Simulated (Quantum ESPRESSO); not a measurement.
# SiC (Moissanite 3C): the optical phonon under strain

Aim: the phonon deformation potentials p and q of SiC (Moissanite 3C), tested on a biaxially strained cell.

Method: DFT PBE, scalar-relativistic, plane waves, GBRV ultrasoft pseudopotentials, in Quantum ESPRESSO 7.5.

## (1) The relaxed structure

It takes space group F-43m (No. 216, cubic). Conventional cell: a = 4.378 Å, b = 4.378 Å, c = 4.378 Å, α = 90.00°, β = 90.00°, γ = 90.00°. Nearest to Si lie 4 C at 1.90 Å. Nearest to C lie 4 Si at 1.90 Å. Farther neighbours are not listed.

This is the cell after its relaxation at this level of theory, not the database cell from which that began.

## (2) Uniaxial strain

The relaxed cell is stretched along z alone. This keeps all atoms on sites fixed by symmetry and splits the threefold mode into a singlet, polarised along z, and a doublet. The macroscopic field is left out, so these are transverse modes. Cutoff 55 Ry, k mesh 12×12×12.

From the response at ε_zz = 0.01:

The log of the run:

```text
[banners, grids, parts of the stress and lines that vanish by symmetry left out]
Program PHONON v.7.5
     Reading xml data from directory:

[...]
Exchange-correlation= PBE
                           (   1   4   3   4   0   0   0)
[...]
kinetic-energy cut-off    =      55.0000  Ry
     charge density cut-off    =     440.0000  Ry
     convergence threshold     =      1.0E-18
[...]
Exchange-correlation= PBE
                           (   1   4   3   4   0   0   0)
[...]
q = (   0.0000000   0.0000000   0.0000000 )
      9 Sym.Ops. (with q -> -q+G )
     G cutoff =  385.3149  (  22291 G-vectors)     FFT grid: ( 40, 40, 40)
     G cutoff =  192.6574  (   7831 G-vectors)  smooth grid: ( 27, 27, 27)
     number of k points=   163
[...]
Mode symmetry, D_2d (-42m) point group:
[...]
Representation #   1 mode #   1
[...]
End of self-consistent calculation
     Convergence has been achieved
     Representation #   2 mode #   2
[...]
End of self-consistent calculation
     Convergence has been achieved
     Representation #   3 modes #   3   4
[...]
End of self-consistent calculation
     Convergence has been achieved
     Representation #   4 modes #   5   6
[...]
End of self-consistent calculation
     Convergence has been achieved
[...]
q = (    0.000000000   0.000000000   0.000000000 )
[...]
freq (    1) =       0.005785 [THz] =       0.192975 [cm-1]
     freq (    2) =       0.009057 [THz] =       0.302098 [cm-1]
     freq (    3) =       0.009057 [THz] =       0.302098 [cm-1]
     freq (    4) =      22.991664 [THz] =     766.919357 [cm-1]
     freq (    5) =      22.991664 [THz] =     766.919357 [cm-1]
     freq (    6) =      23.032083 [THz] =     768.267600 [cm-1]
[...]
Mode symmetry, D_2d (-42m) point group:
     freq (   1-   1) =          0.2  [cm-1]   --> B_2  X_3  W_2   I+R
     freq (   2-   3) =          0.3  [cm-1]   --> E    X_5  W_3   I+R
     freq (   4-   5) =        766.9  [cm-1]   --> E    X_5  W_3   I+R
     freq (   6-   6) =        768.3  [cm-1]   --> B_2  X_3  W_2   I+R

   JOB DONE.
```

| ε_zz | singlet (cm⁻¹) | doublet (cm⁻¹) | σ_zz (GPa) | σ_xx (GPa) |
| --- | --- | --- | --- | --- |
| -0.01 | 783.62 | 785.48 | -3.917 | -1.389 |
| -0.005 | 779.94 | 780.80 | -1.983 | -0.710 |
| 0 | 776.15 | 776.15 | -0.059 | -0.059 |
| 0.005 | 772.26 | 771.52 | 1.854 | 0.563 |
| 0.01 | 768.27 | 766.92 | 3.755 | 1.156 |

Stress is counted positive in tension.

## (3) The fit

To first order ω² − ω₀² = p ε_zz + q (ε_xx + ε_yy) for the mode along z, and likewise for x and y. With ε_zz alone the singlet gives p and the doublet q.

The linear terms of parabolas through ω² are p = -1.98 ω₀² and q = -2.39 ω₀², with ω₀ = 776.1 cm⁻¹. Those of the stresses are C11 = 384 GPa and C12 = 127 GPa. Under hydrostatic strain p and q imply γ = −(p + 2q)/(6 ω₀²) = 1.13.

A layer held to an in-plane strain ε and free along z takes ε_zz = −2 (C12/C11) ε = -0.663 ε. To first order the singlet then shifts by (q − p C12/C11) ε / ω₀ = -1347 ε cm⁻¹. For ε = 0.004, ε_zz = -0.00265, the formulas for ω² predict 770.74 cm⁻¹ for the singlet and 771.82 cm⁻¹ for the doublet.

## (4) A biaxially strained cell

This run was no part of the fit.

The log of the run:

```text
[banners, grids, parts of the stress and lines that vanish by symmetry left out]
[banner, memory and clock lines left out]
Program PHONON v.7.5

[...]
Exchange-correlation= PBE
                           (   1   4   3   4   0   0   0)
[...]
kinetic-energy cut-off    =      55.0000  Ry
     charge density cut-off    =     440.0000  Ry
     convergence threshold     =      1.0E-18
[...]
Exchange-correlation= PBE
                           (   1   4   3   4   0   0   0)
[...]
q = (   0.0000000   0.0000000   0.0000000 )
      9 Sym.Ops. (with q -> -q+G )
     G cutoff =  382.0004  (  22187 G-vectors)     FFT grid: ( 40, 40, 40)
     G cutoff =  191.0002  (   7799 G-vectors)  smooth grid: ( 27, 27, 27)
     number of k points=   163
[...]
Mode symmetry, D_2d (-42m) point group:
[...]
Representation #   1 mode #   1
[...]
End of self-consistent calculation
     Convergence has been achieved
     Representation #   2 mode #   2
[...]
End of self-consistent calculation
     Convergence has been achieved
     Representation #   3 modes #   3   4
[...]
End of self-consistent calculation
     Convergence has been achieved
     Representation #   4 modes #   5   6
[...]
End of self-consistent calculation
     Convergence has been achieved
[...]
q = (    0.000000000   0.000000000   0.000000000 )
[...]
freq (    1) =       0.027877 [THz] =       0.929872 [cm-1]
     freq (    2) =       0.028049 [THz] =       0.935605 [cm-1]
     freq (    3) =       0.028049 [THz] =       0.935605 [cm-1]
     freq (    4) =      23.107550 [THz] =     770.784907 [cm-1]
     freq (    5) =      23.137220 [THz] =     771.774578 [cm-1]
     freq (    6) =      23.137220 [THz] =     771.774578 [cm-1]
[...]
Mode symmetry, D_2d (-42m) point group:
     freq (   1-   1) =          0.9  [cm-1]   --> B_2  X_3  W_2   I+R
     freq (   2-   3) =          0.9  [cm-1]   --> E    X_5  W_3   I+R
     freq (   4-   4) =        770.8  [cm-1]   --> B_2  X_3  W_2   I+R
     freq (   5-   6) =        771.8  [cm-1]   --> E    X_5  W_3   I+R
```

| mode | predicted (cm⁻¹) | run (cm⁻¹) |
| --- | --- | --- |
| singlet | 770.74 | 770.78 |
| doublet | 771.82 | 771.77 |

The stress along z is -0.054 GPa and that in the plane 1.626 GPa; the unstrained cell carries -0.059 GPa.

## (5) Summary of results

```
p (in units of the squared frequency)           : -1.978
q (same units)                                  : -2.391
shift of the singlet per unit of biaxial strain : -1347 cm⁻¹
C11 and C12                                     : 384 and 127 GPa
```

What this shows: To first order, one per cent of tensile biaxial strain moves the singlet of SiC (Moissanite 3C) by -13.5 cm⁻¹ and the doublet by -10.8 cm⁻¹; the formulas miss the test run by up to 0.05 cm⁻¹. In backscattering from (001) the mode polarised along z is the one seen in diamond and zinc-blende crystals; in a polar crystal it is the LO mode, whose potentials differ somewhat from these. The third potential, r, needs shear strain and a relaxation of the atoms, which was not run. These are harmonic values at zero temperature.

[Host names and launcher messages were left out of these logs when they were recorded.]

[Logs are printed without paths, hosts, clocks, repeated set-up lines and the standing remarks that a program may print on its own settings, such as how far it seeks lower states.]

[Hosts, paths, dates, database ids (printed as entryN), source tags and the programs' standing remarks are cut or masked in the printed files.]
